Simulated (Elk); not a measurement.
# Magnetic state of ScCo2 from several starts, part 2 of 2

Wanted: the moments of ScCo2 and the energy of each order that was tried.

Elk 11.2.3 (patched build); LDA (Perdew-Wang); all-electron APW+lo, Dirac cores, scalar-relativistic bands.

So far. Step 2 (Start 1: ferro ++++): After 25 cycles the largest moment stands at 0.665 μB. Step 3 (Run 2 (antiferro ++--)): It was cut off while still iterating. More time helps where the residual falls; where it has stalled, the mixing must change.

### Step 4. Order 3, typed as ferri +++-

An opposed order shows whether the pairs that it reverses prefer unlike signs.

The input, elk.in:

```
tasks
  0

xctype
  3

rgkmax
  7.0

nempty
  20

swidth
  0.005

reducebf
  0.5

epsengy
  1e-05

maxscl
  100

lmaxi
  3

spincore
  .true.

spinpol
  .true.

sppath
  './'

avec
  0.00000000000 6.51010649934 6.51010649934
  6.51010649934 0.00000000000 6.51010649934
  6.51010649934 6.51010649934 0.00000000000

atoms
  2
  'Sc.in'
  2
  0.0000000000 0.0000000000 0.0000000000   0.000000 0.000000 0.000000
  0.2500000000 0.2500000000 0.2500000000   0.000000 0.000000 0.000000
  'Co.in'
  4
  0.6250000000 0.6250000000 0.6250000000   0.000000 0.000000 -0.060000
  0.1250000000 0.6250000000 0.6250000000   0.000000 0.000000 -0.060000
  0.6250000000 0.6250000000 0.1250000000   0.000000 0.000000 -0.060000
  0.6250000000 0.1250000000 0.6250000000   0.000000 0.000000 0.060000

ngridk
  6 6 6
```

Run with:

```sh
$ OMP_NUM_THREADS=2 elk
```

Numbers of over 12 decimals in the logs are rounded to 6 here.

Log:

```text
┌─────────────────────────┐
│ Elk code version 11.2.3 │
└─────────────────────────┘

All units are atomic (Hartree, Bohr, etc.)

┌─────────────────────────────────────────────────┐
│ Ground-state run starting from atomic densities │
└─────────────────────────────────────────────────┘

Lattice vectors :
   0.000000000       6.510106499       6.510106499
   6.510106499       0.000000000       6.510106499
   6.510106499       6.510106499       0.000000000

Species : 1 (Sc)
 muffin-tin radius :    2.400000000
[...]
Exchange-correlation functional :      3     0     0
 Perdew-Wang/Ceperley-Alder, Phys. Rev. B 45, 13244 (1992)
 gradient requirement :    0
 local density approximation (LDA)

Smearing type :    3
 Fermi-Dirac
Smearing width :   0.5000000000E-02
Effective electronic temperature (K) :    1578.875124

Mixing type :    3
 Broyden mixing, J. Phys. A: Math. Gen. 17, L317 (1984)

Kohn-Sham potential initialised from atomic data

┌──────────────────────────────┐
│ Self-consistent loop started │
└──────────────────────────────┘

[... earlier loops left out ...]

┌──────────────────┐
│ Loop number : 27 │
└──────────────────┘

[key lines of the parts left out:]
total energy                :     -7089.6881857517
```

It took 12 min on 2 threads of Arm Neoverse V2, shared host; peak memory 0.3 GiB.

The run was cut off at its time limit.

It was cut off while still iterating. More time helps where the residual falls; where it has stalled, the mixing must change.

After 26 loops the RMS change of the potential stands at 3e-05 Ha, still falling.

### Step 5. Run 4 (no spin polarisation)

A run without seeds gives the energy of the state without moments.

The input, elk.in:

```
tasks
  0

xctype
  3

rgkmax
  7.0

nempty
  20

swidth
  0.005

epsengy
  1e-05

maxscl
  100

lmaxi
  3

spincore
  .true.

sppath
  './'

avec
  0.00000000000 6.51010649934 6.51010649934
  6.51010649934 0.00000000000 6.51010649934
  6.51010649934 6.51010649934 0.00000000000

atoms
  2
  'Sc.in'
  2
  0.0000000000 0.0000000000 0.0000000000   0.000000 0.000000 0.000000
  0.2500000000 0.2500000000 0.2500000000   0.000000 0.000000 0.000000
  'Co.in'
  4
  0.6250000000 0.6250000000 0.6250000000   0.000000 0.000000 0.000000
  0.1250000000 0.6250000000 0.6250000000   0.000000 0.000000 0.000000
  0.6250000000 0.6250000000 0.1250000000   0.000000 0.000000 0.000000
  0.6250000000 0.1250000000 0.6250000000   0.000000 0.000000 0.000000

ngridk
  6 6 6
```

Run with:

```sh
$ OMP_NUM_THREADS=2 elk
```

Log:

```text
Warning(gndstate): core states of species 2 leak from the muffin-tin :   0.9367313141E-03

--- INFO.OUT ---
┌─────────────────────────┐
│ Elk code version 11.2.3 │
└─────────────────────────┘

All units are atomic (Hartree, Bohr, etc.)

┌─────────────────────────────────────────────────┐
│ Ground-state run starting from atomic densities │
└─────────────────────────────────────────────────┘

Lattice vectors :
   0.000000000       6.510106499       6.510106499
   6.510106499       0.000000000       6.510106499
[...]
muffin-tins
  species : 1 (Sc)
   atom 1                    :   0.1225224369E-15
   atom 2                    :   0.1225224369E-15
  species : 2 (Co)
   atom 1                    :   0.2413285351E-15
   atom 2                    :   0.2413285351E-15
   atom 3                    :   0.2413285351E-15
   atom 4                    :   0.2413285351E-15
 total in muffin-tins        :   0.1210359014E-14
 total moment                :  -0.6844493873E-15

┌──────────────────────────────┐
│ Self-consistent loop stopped │
└──────────────────────────────┘

Warning : core states of species 2 leak from the muffin-tin :   0.9367313141E-03

Wrote STATE.OUT

[key lines of the parts left out:]
total energy                :     -7089.6906361739
```

Wall time 4.2 min (2 threads); peak memory 0.26 GiB; 8.3 min of CPU time.

This step gave:

* final state: non-magnetic

It lies 2.85 meV a seeded atom over the first start.

### Step 6. An attempt with other settings

A slip in the input shows what the program catches and what it lets pass.

The input, elk.in:

```
tasks
  0

xctype
  3

rgkmax
  7.0

nempty
  20

swidth
  0.005

reducebf
  0.5

epsengy
  1e-05

maxscl
  75

lmaxi
  3

spincore
  .true.

spinpol
  .true.

sppath
  './'

avec
  0.00000000000 6.51010649934 6.51010649934
  6.51010649934 0.00000000000 6.51010649934
  6.51010649934 6.51010649934 0.00000000000

atoms
  2
  'Sc.in'
  2
  0.0000000000 0.0000000000 0.0000000000   0.000000 0.000000 0.000000
  0.2500000000 0.2500000000 0.2500000000   0.000000 0.000000 0.000000
  'Co.in'
  4
  0.6250000000 0.6250000000 0.6250000000   0.000000 0.000000 0.000000
  0.1250000000 0.6250000000 0.6250000000   0.000000 0.000000 0.000000
  0.6250000000 0.6250000000 0.1250000000   0.000000 0.000000 0.000000
  0.6250000000 0.1250000000 0.6250000000   0.000000 0.000000 0.000000

ngridk
  6 6 6
```

Run with:

```sh
$ OMP_NUM_THREADS=2 elk
```

Log:

```text
Warning(gndstate): core states of species 2 leak from the muffin-tin :   0.9367313141E-03

--- INFO.OUT ---
┌─────────────────────────┐
│ Elk code version 11.2.3 │
└─────────────────────────┘

All units are atomic (Hartree, Bohr, etc.)

┌─────────────────────────────────────────────────┐
│ Ground-state run starting from atomic densities │
└─────────────────────────────────────────────────┘

Lattice vectors :
   0.000000000       6.510106499       6.510106499
   6.510106499       0.000000000       6.510106499
   6.510106499       6.510106499       0.000000000

Species : 1 (Sc)
 parameters loaded from : Sc.in
 name : scandium
 nuclear charge    :   -21.00000000
 electronic charge :    21.00000000
 atomic mass :    81949.61073
 muffin-tin radius :    2.400000000
 number of radial points in muffin-tin :    497
 inner part over the whole radius :   0.9745053643E-02
 number on inner part of muffin-tin    :    349
 approximate nuclear radius :   0.6711386133E-04
 number of mesh points to nuclear radius :    162
 atomic positions (lattice), magnetic fields (Cartesian) :
  1 :   0.37500000  0.37500000  0.37500000    0.00000000  0.00000000  0.00000000
  2 :  -0.37500000 -0.37500000 -0.37500000    0.00000000  0.00000000  0.00000000

Species : 2 (Co)
 parameters loaded from : Co.in
 name : cobalt
 nuclear charge    :   -27.00000000
 electronic charge :    27.00000000
 atomic mass :    107428.6517
 muffin-tin radius :    2.276670226
 number of radial points in muffin-tin :    497
 inner part over the whole radius :   0.9839883758E-02
 number on inner part of muffin-tin    :    350
 approximate nuclear radius :   0.7243775530E-04
 number of mesh points to nuclear radius :    168
 atomic positions (lattice), magnetic fields (Cartesian) :
  1 :   0.00000000  0.00000000  0.00000000    0.00000000  0.00000000  0.00000000
  2 :   0.50000000  0.00000000  0.00000000    0.00000000  0.00000000  0.00000000
  3 :   0.00000000  0.00000000  0.50000000    0.00000000  0.00000000  0.00000000
  4 :   0.00000000  0.50000000  0.00000000    0.00000000  0.00000000  0.00000000

Total number of atoms per unit cell :    6
Total muffin-tin volume :    313.5309352
 ratio of muffin-tin to unit cell volume :   0.5681802355

Spin treatment :
 spin-polarised
 spin-polarised core states
 global magnetic field (Cartesian) :    0.000000000       0.000000000       0.000000000
 collinear magnetisation in z-direction

Number of Bravais lattice symmetries :   48
Number of crystal symmetries         :   48
Crystal has inversion symmetry
Real symmetric eigensolver will be used

k-point grid :      6     6     6
k-point offset :    0.000000000       0.000000000       0.000000000
k-point set is reduced with full crystal symmetry group
Total number of k-points :       16

Muffin-tin radius times maximum |G+k| :    7.000000000
 using average radius
Maximum |G+k| for APW functions       :    3.020131136
Maximum (1/2)|G+k|²                   :    4.560596040
Maximum |G| for potential and density :    12.00000000
Constant for pseudocharge density :    7
 order of it for each species :   14  14
 order of it for pair densities of each species (exact exchange by exxq0 0: 14) :   10   9
Radial integration step length :    1

G-vector grid sizes :     36    36    36
Number of G-vectors :    16145

Maximum angular momentum used for
 APW functions            :    8
 outer part of muffin-tin :    6
 inner part of muffin-tin :    3

Number of empty states         :    120
Total number of valence states :    324
Total number of core states    :     68

Third-order local-orbitals added for an l without core states : T
Total number of local-orbitals :    124

Exchange-correlation functional :      3     0     0
 Perdew-Wang/Ceperley-Alder, Phys. Rev. B 45, 13244 (1992)
 gradient requirement :    0
 local density approximation (LDA)

Smearing type :    3
 Fermi-Dirac
Smearing width :   0.5000000000E-02
Effective electronic temperature (K) :    1578.875124

Mixing type :    3
 Broyden mixing, J. Phys. A: Math. Gen. 17, L317 (1984)

Kohn-Sham potential initialised from atomic data

┌──────────────────────────────┐
│ Self-consistent loop started │
└──────────────────────────────┘

[... earlier loops left out ...]

┌──────────────────┐
│ Loop number : 18 │
└──────────────────┘

Energies :
 Fermi                       :     0.282614
 sum of occupied eigenvalues :     -4096.6069611458
 electron kinetic            :      7181.1134593513
 core electron kinetic       :      6526.6989460811
 Coulomb                     :     -13966.848036248
 Coulomb potential           :     -10875.439003020
 nuclear-nuclear             :     -1182.0624980015
 electron-nuclear            :     -14737.829609826
 Hartree                     :      1953.0440715792
 Madelung                    :     -8529.1285347382
 xc potential                :     -402.28141747686
 xc effective B-field        :    -0.30806788941087E-30
 external B-field            :      0.000000
 exchange                    :     -291.15977820048
 correlation                 :     -12.777764627605
 electron entropic           :    -0.18516448710920E-01
 total energy                :     -7089.6906361739
 (external B-field energy excluded from total)

Density of states at Fermi energy :    218.0874952
 (states/Hartree/unit cell)

Estimated indirect band gap :   0.3856479000E-03
 from k-point 5 to k-point 9
Estimated direct band gap   :   0.7052282991E-03
 at k-point 9

Charges :
 core                        :    68.00000000
 valence                     :    82.00000000
 interstitial                :    7.392635688
 muffin-tins (core leakage)
  species : 1 (Sc)
   atom 1                    :    19.22233060     ( -0.3512585353E-05)
   atom 2                    :    19.22233060     ( -0.3512585353E-05)
  species : 2 (Co)
   atom 1                    :    26.04067578     (  0.9367313141E-03)
   atom 2                    :    26.04067578     (  0.9367313141E-03)
   atom 3                    :    26.04067578     (  0.9367313141E-03)
   atom 4                    :    26.04067578     (  0.9367313141E-03)
 total in muffin-tins        :    142.6073643
 total calculated charge     :    149.9954328
 total charge                :    150.0000000
 error                       :   0.4567190398E-02

Moments :
 interstitial                :  -0.1894808402E-14
 muffin-tins
  species : 1 (Sc)
   atom 1                    :   0.1225224369E-15
   atom 2                    :   0.1225224369E-15
  species : 2 (Co)
   atom 1                    :   0.2413285351E-15
   atom 2                    :   0.2413285351E-15
   atom 3                    :   0.2413285351E-15
   atom 4                    :   0.2413285351E-15
 total in muffin-tins        :   0.1210359014E-14
 total moment                :  -0.6844493873E-15

┌──────────────────────────────┐
│ Self-consistent loop stopped │
└──────────────────────────────┘

Warning : core states of species 2 leak from the muffin-tin :   0.9367313141E-03

Wrote STATE.OUT
```

Wall time 4.1 min (2 threads); peak memory 0.26 GiB; 8.2 min of CPU time.

The run converged, to whatever state an unseeded start reaches.

The fault in the input: no seed field for a magnet.

The largest moment is 0 μB against 0.665 μB in the first run, and the free energy lies +0.0114 eV from it.

Without a seed both spins stay alike by symmetry, so no moment can form.

### Step 7. The states side by side

These are free energies at a smearing of 0.136 eV, so its entropy term is in the differences. They are divided by the number of seeded atoms, so that cells of unlike size compare.

Orders:

| start | final state | typed order kept | energy over the lowest (meV a seeded atom) | largest sphere moment (μB) | net moment (μB a primitive cell) | DOS at the Fermi level (states/eV a primitive cell) | mesh matched | CPU time (s) |
| --- | --- | --- | --- | --- | --- | --- | --- | --- |
| ferro ++++ | ferromagnetic | yes | 0 | 0.6645 | 2.181 | 8.41 | yes | 690.1 |
| no spin polarisation | non-magnetic | - | 2.846 | 0 | 0 | 8.015 | yes | 495.9 |

### Step 8. What came out

```yaml
lower_run: with moments
largest_site_moment: 0.665 μB
next_state: non-magnetic, 2.85 meV a seeded atom higher
energy_gained_by_spin_polarisation: 2.85 meV a seeded atom
```

**Reading.** No opposed order could be compared. The parallel start holds moments up to 0.665 μB. The two lowest states lie so close that the mesh, the functional or spin–orbit coupling could swap them. Spin polarisation gains little. 2 starts gave no converged result and are missing from the ranking; when cut off, the typed pattern was already lost. No antiferromagnetic order was obtained, so the session says nothing on how the moments order.

[Logs and program files are shortened in this print: banners, set-up blocks, solver, clock and traceback lines can be left out without a mark of their own.]

[Logs are printed without paths, hosts, clocks, repeated set-up lines and the standing remarks that a program may print on its own settings, such as how far it seeks lower states.]

[Hosts, paths, dates, database ids (printed as entryN), source tags and the programs' standing remarks are cut or masked in the printed files.]

[Where a cell is said to come from a database of computed structures, the database is the Materials Project.]
